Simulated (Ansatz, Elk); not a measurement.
# How far do independent atoms describe Sr2SnS2O2?

Structure refinements treat a crystal as free atoms side by side. For a made-up structure of Sr2SnS2O2 (cell and positions from a PBE relaxation) the runs below show what the calculated density changes in F(hkl).

Method: DFT, PBE, all-electron APW+lo, Dirac cores, scalar-relativistic bands, static density, no spin, in Elk 11.2.3 (patched build).

The structure was built from a prototype and need not be the compound's stable phase.

## 1. The structure

It takes space group I4/mmm (No. 139, tetragonal). Conventional cell: a = 5.176 Å, b = 5.176 Å, c = 12.064 Å, α = 90.00°, β = 90.00°, γ = 90.00°. Nearest to Sn lie 2 O at 2.00 Å and 4 S at 2.59 Å. Sr has 1 O at 2.24 Å and 4 S at 3.15 Å nearest. S has 2 Sn at 2.59 Å and 4 Sr at 3.15 Å nearest. O has 1 Sn at 2.00 Å and 1 Sr at 2.24 Å nearest. Farther neighbours and most contacts between anions are not listed.

## 2. Ground state and structure factors

An all-electron density is needed, since X-rays see the cores too. Task 0 finds the density and task 195 Fourier-transforms it; tshift is off so that phases refer to the origin typed.

elk.in reads:

```
tasks
  0
  195

xctype
  20

spinpol
  .false.

rgkmax
  7.0

gmaxvr
  14.0

lmaxo
  7

lmaxapw
  8

swidth
  0.002

tshift
  .false.

ramdisk
  .false.

hmaxvr
  5.5

maxscl
  120

epspot
  1e-06

sppath
  './'

avec
  -4.89061158355 4.89061158355 11.39925070971
  4.89061158355 -4.89061158355 11.39925070971
  4.89061158355 4.89061158355 -11.39925070971

atoms
  4
  'Sn.in'
  1
  0.0000000000 0.0000000000 0.0000000000   0.000000 0.000000 0.000000
  'Sr.in'
  2
  0.6483646051 0.6483646051 -0.0000000000   0.000000 0.000000 0.000000
  0.3516353949 0.3516353949 -0.0000000000   0.000000 0.000000 0.000000
  'S.in'
  2
  0.5000000000 0.0000000000 0.5000000000   0.000000 0.000000 0.000000
  0.0000000000 0.5000000000 0.5000000000   0.000000 0.000000 0.000000
  'O.in'
  2
  0.8344272888 0.8344272888 0.0000000000   0.000000 0.000000 0.000000
  0.1655727112 0.1655727112 0.0000000000   0.000000 0.000000 0.000000

ngridk
  6 6 6
```

Launch:

```console
OMP_NUM_THREADS=4 elk
```

Numbers of over 12 decimals in the logs are rounded to 6 here.

What it wrote:

```text
┌─────────────────────────┐
│ Elk code version 11.2.3 │
└─────────────────────────┘

All units are atomic (Hartree, Bohr, etc.)

┌─────────────────────────────────────────────────┐
│ Ground-state run starting from atomic densities │
└─────────────────────────────────────────────────┘

Lattice vectors :
  -4.890611584       4.890611584       11.39925071
   4.890611584      -4.890611584       11.39925071
   4.890611584       4.890611584      -11.39925071

Reciprocal lattice vectors :
 -0.4041356212E-17  0.6423721451      0.2755964171
  0.6423721451     -0.4041356212E-17  0.2755964171
  0.6423721451      0.6423721451     -0.2047205290E-17

Unit cell volume      :    1090.592837
Brillouin zone volume :   0.2274452985

Muffin-tin inner radius fraction :   0.1000000000E-01

Nuclei treated as point charges

Species : 1 (Sn)
 parameters loaded from : Sn.in
 name : tin
 nuclear charge    :   -50.00000000
 electronic charge :    50.00000000
 atomic mass :    216395.0922
 muffin-tin radius :    2.201023909
 number of radial points in muffin-tin :   1193
 inner part over the whole radius :   0.9993946990E-02
 number on inner part of muffin-tin    :    847
 approximate nuclear radius :   0.8828114845E-04
 number of mesh points to nuclear radius :    432
 atomic positions (lattice), magnetic fields (Cartesian) :
  1 :   0.00000000  0.00000000  0.00000000    0.00000000  0.00000000  0.00000000

Species : 2 (Sr)
 parameters loaded from : Sr.in
 name : strontium
 nuclear charge    :   -38.00000000
 electronic charge :    38.00000000
 atomic mass :    159721.4892
 muffin-tin radius :    2.600000000
 number of radial points in muffin-tin :   1193
 inner part over the whole radius :   0.9909106339E-02
 number on inner part of muffin-tin    :    847
 approximate nuclear radius :   0.8067967193E-04
 number of mesh points to nuclear radius :    415
 atomic positions (lattice), magnetic fields (Cartesian) :
  1 :  -0.35163539 -0.35163539  0.00000000    0.00000000  0.00000000  0.00000000
  2 :   0.35163539  0.35163539  0.00000000    0.00000000  0.00000000  0.00000000

Species : 3 (S)
 parameters loaded from : S.in
 name : sulphur
 nuclear charge    :   -16.00000000
 electronic charge :    16.00000000
 atomic mass :    58450.91931
 muffin-tin radius :    2.200000000
 number of radial points in muffin-tin :    793
 inner part over the whole radius :   0.9890556315E-02
 number on inner part of muffin-tin    :    554
 approximate nuclear radius :   0.6195814986E-04
 number of mesh points to nuclear radius :    251
 atomic positions (lattice), magnetic fields (Cartesian) :
  1 :   0.50000000  0.00000000  0.50000000    0.00000000  0.00000000  0.00000000
  2 :   0.00000000  0.50000000  0.50000000    0.00000000  0.00000000  0.00000000

Species : 4 (O)
 parameters loaded from : O.in
 name : oxygen
 nuclear charge    :   -8.000000000
 electronic charge :    8.000000000
 atomic mass :    29165.12205
 muffin-tin radius :    1.523785783
 number of radial points in muffin-tin :    593
 inner part over the whole radius :   0.9986277461E-02
 number on inner part of muffin-tin    :    406
 approximate nuclear radius :   0.5115538663E-04
 number of mesh points to nuclear radius :    175
 atomic positions (lattice), magnetic fields (Cartesian) :
  1 :  -0.16557271 -0.16557271  0.00000000    0.00000000  0.00000000  0.00000000
  2 :   0.16557271  0.16557271  0.00000000    0.00000000  0.00000000  0.00000000

Total number of atoms per unit cell :    7
Total muffin-tin volume :    310.7542017
 ratio of muffin-tin to unit cell volume :   0.2849406222

Spin treatment :
 spin-unpolarised

Number of Bravais lattice symmetries :   16
Number of crystal symmetries         :   16
Crystal has inversion symmetry
Real symmetric eigensolver will be used

k-point grid :      6     6     6
k-point offset :    0.000000000       0.000000000       0.000000000
k-point set is reduced with full crystal symmetry group
Total number of k-points :       30

[...]
total energy                :     -13489.382915497

Density of states at Fermi energy :   0.5447741153E-03
 (states/Hartree/unit cell)

Estimated indirect band gap :   0.4424393203E-01
 from k-point 13 to k-point 30
Estimated direct band gap   :   0.6329581814E-01
 at k-point 30

Charges :
 core                        :    110.0000000
 valence                     :    64.00000000
 interstitial                :    11.13545919
 muffin-tins (core leakage)
  species : 1 (Sn)
[...]
species : 2 (Sr)
[...]
species : 3 (S)
[...]
species : 4 (O)
[...]
total in muffin-tins        :    162.8645408
 total calculated charge     :    173.9948715
 total charge                :    174.0000000
 error                       :   0.5128476112E-02

RMS change in Kohn-Sham potential (target) :   0.8009254189     (  0.1000000000E-05)
Absolute change in total energy (target)   :   0.1178677278     (  0.1000000000E-03)

[... loops 3 to 15 left out ...]

┌──────────────────┐
│ Loop number : 16 │
└──────────────────┘

Energies :
 Fermi                       :     0.161528
 sum of occupied eigenvalues :     -8002.4608127502
 electron kinetic            :      14007.749372605
 core electron kinetic       :      13616.644248653
 Coulomb                     :     -27051.240366487
 Coulomb potential           :     -21431.726160145
 nuclear-nuclear             :     -1319.7465822105
 electron-nuclear            :     -30053.556297740
 Hartree                     :      4322.0625134634
 Madelung                    :     -16335.377286414
 xc potential                :     -578.48402520978
 exchange                    :     -436.08715424977
 correlation                 :     -8.299276
 electron entropic           :    -0.19592865015769E-07
 total energy                :     -13487.877424350

Density of states at Fermi energy :   0.3663196588E-03
 (states/Hartree/unit cell)

Estimated indirect band gap :   0.4452769642E-01
 from k-point 13 to k-point 30
Estimated direct band gap   :   0.6675030960E-01
 at k-point 30

Charges :
 core                        :    110.0000000
 valence                     :    64.00000000
 interstitial                :    12.07353284
 muffin-tins (core leakage)
  species : 1 (Sn)
[...]
species : 2 (Sr)
[...]
species : 3 (S)
[...]
species : 4 (O)
[...]
total in muffin-tins        :    161.9264672
 total calculated charge     :    173.9957620
 total charge                :    174.0000000
 error                       :   0.4237997462E-02

RMS change in Kohn-Sham potential (target) :   0.1617140712E-06 (  0.1000000000E-05)
Absolute change in total energy (target)   :   0.4536237066E-04 (  0.1000000000E-03)

Convergence targets achieved

┌──────────────────┐
│ Loop number : 17 │
└──────────────────┘

Energies :
 Fermi                       :     0.161528
 sum of occupied eigenvalues :     -8002.4608160227
 electron kinetic            :      14007.749369078
 core electron kinetic       :      13616.644245110
 Coulomb                     :     -27051.240364074
 Coulomb potential           :     -21431.726156940
 nuclear-nuclear             :     -1319.7465822105
 electron-nuclear            :     -30053.556296049
 Hartree                     :      4322.0625141852
 Madelung                    :     -16335.377285604
 xc potential                :     -578.48402816072
 exchange                    :     -436.08715402931
 correlation                 :     -8.299276
 electron entropic           :    -0.19592872398569E-07
 total energy                :     -13487.877425250

Density of states at Fermi energy :   0.3663198023E-03
 (states/Hartree/unit cell)

Estimated indirect band gap :   0.4452769491E-01
 from k-point 13 to k-point 30
Estimated direct band gap   :   0.6675031954E-01
 at k-point 30

Charges :
 core                        :    110.0000000
 valence                     :    64.00000000
 interstitial                :    12.07353293
 muffin-tins (core leakage)
  species : 1 (Sn)
[...]
species : 2 (Sr)
[...]
species : 3 (S)
[...]
atom 2                    :    14.59308086     (  0.7076713183E-04)
  species : 4 (O)
   atom 1                    :    6.833607534     (  0.1275876449E-07)
   atom 2                    :    6.833607534     (  0.1275876449E-07)
 total in muffin-tins        :    161.9264671
 total calculated charge     :    173.9957620
 total charge                :    174.0000000
 error                       :   0.4237997415E-02

┌──────────────────────────────┐
│ Self-consistent loop stopped │
└──────────────────────────────┘

Warning : core states of species 1 leak from the muffin-tin :   0.7072376844E-03

Wrote STATE.OUT
```

Wall time 88 s (4 threads of Arm Neoverse V1, shared host); peak memory 0.32 GiB; 4.1 min of CPU time.

SFACRHO.OUT:

```text

h k l indices transformed by vhmat matrix:
   1.000000000       0.000000000       0.000000000    
   0.000000000       1.000000000       0.000000000    
   0.000000000       0.000000000       1.000000000    

      h      k      l  multipl.   |H|            Re(F)            Im(F)           |F|

      0      0      0      1   0.0000000       174.00000      0.29806835E-15   174.00000    
     -1     -1      1      2  0.55119283       49.058574      0.28378155E-14   49.058574    
     -1      0      1      8  0.69899596       12.512664      0.94593850E-15   12.512664    
      1     -1      0      4  0.90845140       97.384616      0.27103487E-14   97.384616    
      2      1     -1      8   1.0470064       89.291294     -0.48479348E-14   89.291294    
      0      2     -1      8   1.0625900      -7.4065374     -0.18918770E-14   7.4065374    
      2      2     -2      2   1.1023857       7.3399102     -0.37837540E-14   7.3399102    
      1     -1     -1      4   1.2847443       136.23691      0.41412659E-14   136.23691    
      0      2      0      8   1.3979919       38.838453     -0.18918770E-14   38.838453    
     -2     -2      1      8   1.4284740      -36.826163      0.18918770E-14   36.826163    
     -1      2      0     16   1.4625879       9.9356528     -0.23648462E-14   9.9356528    
      2      3     -3      8   1.5203541       46.779387      0.37837540E-14   46.779387    
     -3     -3      3      2   1.6535785       110.37621     -0.97402105E-14   110.37621    
     -3      0      2     16   1.6573444       80.291761      0.17514643E-14   80.291761    
      3      1     -1      8   1.6928739       5.6376414     -0.56756310E-14   5.6376414    
      0      0      2      4   1.8169028       117.86734     -0.48454905E-14   117.86734    
      3      3     -2      8   1.8866918       66.744456      0.96958696E-14   66.744456    
     -3      1      1      8   1.8986704       34.488083      0.23648462E-14   34.488083
```

Elk indexes on the primitive cell of elk.in and gives |H| = 4π sin θ/λ in inverse bohr. Below, one row stands for each form hkl of the conventional cell (m members, Friedel mates merged), F is for one primitive cell and the density is static (no thermal factor). Free-atom factors are Waasmaier and Kirfel's, and R is Σm||F|−|F'||/Σm|F|.

| hkl | m | sin θ/λ (Å⁻¹) | abs F, DFT | neutral atoms | diff. |
| --- | --- | --- | --- | --- | --- |
| 002 | 2 | 0.083 | 49.059 | 48.997 | +0.062 |
| 101 | 8 | 0.105 | 12.513 | 12.537 | -0.025 |
| 110 | 4 | 0.137 | 97.385 | 97.002 | +0.382 |
| 103 | 8 | 0.157 | 89.291 | 90.084 | -0.793 |
| 112 | 8 | 0.160 | 7.407 | 6.367 | +1.040 |
| 004 | 2 | 0.166 | 7.340 | 7.623 | -0.283 |
| 200 | 4 | 0.193 | 136.237 | 135.356 | +0.881 |
| 202 | 8 | 0.210 | 38.839 | 38.961 | -0.122 |
| 114 | 8 | 0.215 | 36.826 | 36.530 | +0.296 |
| 211 | 16 | 0.220 | 9.936 | 9.755 | +0.181 |
| 105 | 8 | 0.229 | 46.779 | 46.447 | +0.332 |
| 006 | 2 | 0.249 | 110.376 | 110.178 | +0.198 |
| 213 | 16 | 0.249 | 80.292 | 80.390 | -0.098 |
| 204 | 8 | 0.255 | 5.638 | 5.821 | -0.184 |
| 220 | 4 | 0.273 | 117.867 | 117.928 | -0.061 |
| 116 | 8 | 0.284 | 66.745 | 66.540 | +0.204 |
| 222 | 8 | 0.285 | 34.488 | 34.601 | -0.112 |
| 301 | 8 | 0.293 | 8.237 | 8.227 | +0.010 |
| 215 | 16 | 0.299 | 41.391 | 41.338 | +0.053 |
| 310 | 8 | 0.305 | 76.099 | 75.965 | +0.134 |
| 107 | 8 | 0.306 | 10.911 | 10.973 | -0.062 |
| 206 | 8 | 0.315 | 98.373 | 98.511 | -0.138 |

## 3. The highest occupied states alone

An energy window below the Fermi level keeps the highest occupied states, to see at which angles they scatter; shallow core shells can lie inside it and anion s states outside. No new self-consistency is needed.

Edit elk.in of step 2 so:

```diff
@@ -1,3 +1,2 @@
 tasks
-  0
   195
@@ -40,2 +39,5 @@
 
+wsfac
+  -0.389710 0.461530
+
 sppath
```

Launch:

```console
OMP_NUM_THREADS=4 elk
```

What it wrote:

```text
┌─────────────────────────────────┐
│ Elk code version 11.2.3 started │
└─────────────────────────────────┘

Info(readinput): the functional depends on the density's gradient
 muffin-tin radial points multiplied by    2.00000
 (not where nrmtscf is given)

┌────────────────────┐
│ Current task : 195 │
└────────────────────┘
Info(checkmt): changed muffin-tin radius of species 1 (Sn) from   2.6000 to   2.2010
Info(checkmt): changed muffin-tin radius of species 4 (O) from   1.8000 to   1.5238

Info(sfacrho): density structure factors written to SFACRHO.OUT

 Energy window :  -0.3897100000      0.4615300000

┌──────────────────┐
│ Elk code stopped │
└──────────────────┘
```

Wall time 27 s (4 threads); peak memory 0.22 GiB.

States within 15 eV below the Fermi level hold 28.00 electrons; any levels below the window count with the cores. Their amplitudes can exceed the total, where window and core parts have opposite phase:

| hkl | sin θ/λ (Å⁻¹) | abs F, window | abs F, all |
| --- | --- | --- | --- |
| 002 | 0.083 | 7.696 | 49.059 |
| 101 | 0.105 | 4.960 | 12.513 |
| 110 | 0.137 | 1.403 | 97.385 |
| 103 | 0.157 | 6.003 | 89.291 |
| 112 | 0.160 | 8.604 | 7.407 |
| 004 | 0.166 | 2.576 | 7.340 |
| 200 | 0.193 | 9.905 | 136.237 |
| 202 | 0.210 | 0.519 | 38.839 |
| 114 | 0.215 | 5.172 | 36.826 |
| 211 | 0.220 | 2.441 | 9.936 |

## 4. Another functional

The difference from free atoms is small, so it is set against the change that PBEsol makes.

Edit elk.in of step 3 so:

```diff
@@ -1,2 +1,3 @@
 tasks
+  0
   195
@@ -4,3 +5,3 @@
 xctype
-  20
+  22
 
@@ -39,5 +40,2 @@
 
-wsfac
-  -0.389710 0.461530
-
 sppath
```

Launch:

```console
OMP_NUM_THREADS=4 elk
```

What it wrote:

```text
┌─────────────────────────┐
│ Elk code version 11.2.3 │
└─────────────────────────┘

All units are atomic (Hartree, Bohr, etc.)

┌─────────────────────────────────────────────────┐
│ Ground-state run starting from atomic densities │
└─────────────────────────────────────────────────┘

Lattice vectors :
  -4.890611584       4.890611584       11.39925071
   4.890611584      -4.890611584       11.39925071
   4.890611584       4.890611584      -11.39925071

Reciprocal lattice vectors :
 -0.4041356212E-17  0.6423721451      0.2755964171
[...]
species : 2 (Sr)
[...]
species : 3 (S)
[...]
species : 4 (O)
   atom 1                    :    6.813268096     (  0.2244565378E-07)
   atom 2                    :    6.813268096     (  0.2244565378E-07)
 total in muffin-tins        :    161.8432956
 total calculated charge     :    173.9957740
 total charge                :    174.0000000
 error                       :   0.4225958899E-02

┌──────────────────────────────┐
│ Self-consistent loop stopped │
└──────────────────────────────┘

Warning : core states of species 1 leak from the muffin-tin :   0.7163934048E-03

Wrote STATE.OUT
[key lines of the parts left out:]
total energy                :     -13479.577921008
```

Run time: 96 s. Hardware: 4 threads; peak memory 0.32 GiB; 4 min of CPU time.

Against the first run R = 0.03 %; the largest change is -0.085 at 200.

## 5. Basis size

The basis and the expansions that go with it are enlarged, to see whether the differences are converged.

Edit elk.in of step 4 so:

```diff
@@ -5,3 +5,3 @@
 xctype
-  22
+  20
 
@@ -11,12 +11,12 @@
 rgkmax
-  7.0
+  8.5
 
 gmaxvr
-  14.0
+  18.0
 
 lmaxo
-  7
+  9
 
 lmaxapw
-  8
+  10
```

Launch:

```console
OMP_NUM_THREADS=4 elk
```

What it wrote:

```text
┌─────────────────────────┐
│ Elk code version 11.2.3 │
└─────────────────────────┘

All units are atomic (Hartree, Bohr, etc.)

┌─────────────────────────────────────────────────┐
│ Ground-state run starting from atomic densities │
└─────────────────────────────────────────────────┘

Lattice vectors :
  -4.890611584       4.890611584       11.39925071
   4.890611584      -4.890611584       11.39925071
   4.890611584       4.890611584      -11.39925071

Reciprocal lattice vectors :
 -0.4041356212E-17  0.6423721451      0.2755964171
[...]
species : 2 (Sr)
[...]
species : 3 (S)
[...]
species : 4 (O)
   atom 1                    :    6.865074969     (  0.1349770806E-07)
   atom 2                    :    6.865074969     (  0.1349770806E-07)
 total in muffin-tins        :    162.0010951
 total calculated charge     :    174.0002475
 total charge                :    174.0000000
 error                       :   0.2475404715E-03

┌──────────────────────────────┐
│ Self-consistent loop stopped │
└──────────────────────────────┘

Warning : core states of species 1 leak from the muffin-tin :   0.7068991352E-03

Wrote STATE.OUT
[key lines of the parts left out:]
total energy                :     -13487.943700433
```

It took 4.6 min on 4 threads; peak memory 0.84 GiB.

Against the first run R = 0.04 %; the largest change is +0.043 at 330.

## 6. Settings against the effect

| run | R against the first run (%) | R against neutral atoms, low angle (%) | wall time |
| --- | --- | --- | --- |
| PBE, rgkmax 7 | 0.00 | 0.55 | 88 s |
| PBEsol | 0.03 | 0.51 | 96 s |
| rgkmax 8.5 with larger expansions | 0.04 | 0.58 | 4.6 min |

## 7. What came out

* R against neutral atoms, sin θ/λ < 0.3 Å⁻¹: 0.55 %
* R against neutral atoms, 0.3 to 0.67 Å⁻¹: 0.22 %

**Reading.** Independent neutral atoms miss the calculated amplitudes by R = 0.55 % below 0.3 Å⁻¹ and 0.22 % from there to 0.67 Å⁻¹; by shells, 0.31 % below 0.15 Å⁻¹ (3 forms), 0.58 % 0.15 to 0.3 (16 forms), 0.24 % 0.3 to 0.45 (34 forms), 0.22 % above 0.45 (96 forms). Bonding, aspherical density and the tables' own atoms all enter these figures, and the runs don't part them. The largest change of an amplitude is +1.04 electrons, at 112. Weak lines can change much in proportion: 112 goes from 6.37 to 7.41. The window's part falls from 28.0 electrons at the origin to at most 1.20 between 0.45 and 0.67 Å⁻¹, where compact states inside the window still scatter. Below 0.3 Å⁻¹ the changes that finished (PBEsol and rgkmax 8.5 with larger expansions) move F by R = 0.05 % at most, against the 0.55 % that separates it from free atoms. The k-mesh has no finished test. Part of the difference isn't bonding: the tables are fits to free atoms and ions calculated by other methods than this functional. Thermal motion, anomalous dispersion and extinction are left out.

[Logs are printed without paths, hosts, clocks, repeated set-up lines and the standing remarks that a program may print on its own settings, such as how far it seeks lower states.]

[Hosts, paths, dates, database ids (printed as entryN), source tags and the programs' standing remarks are cut or masked in the printed files.]
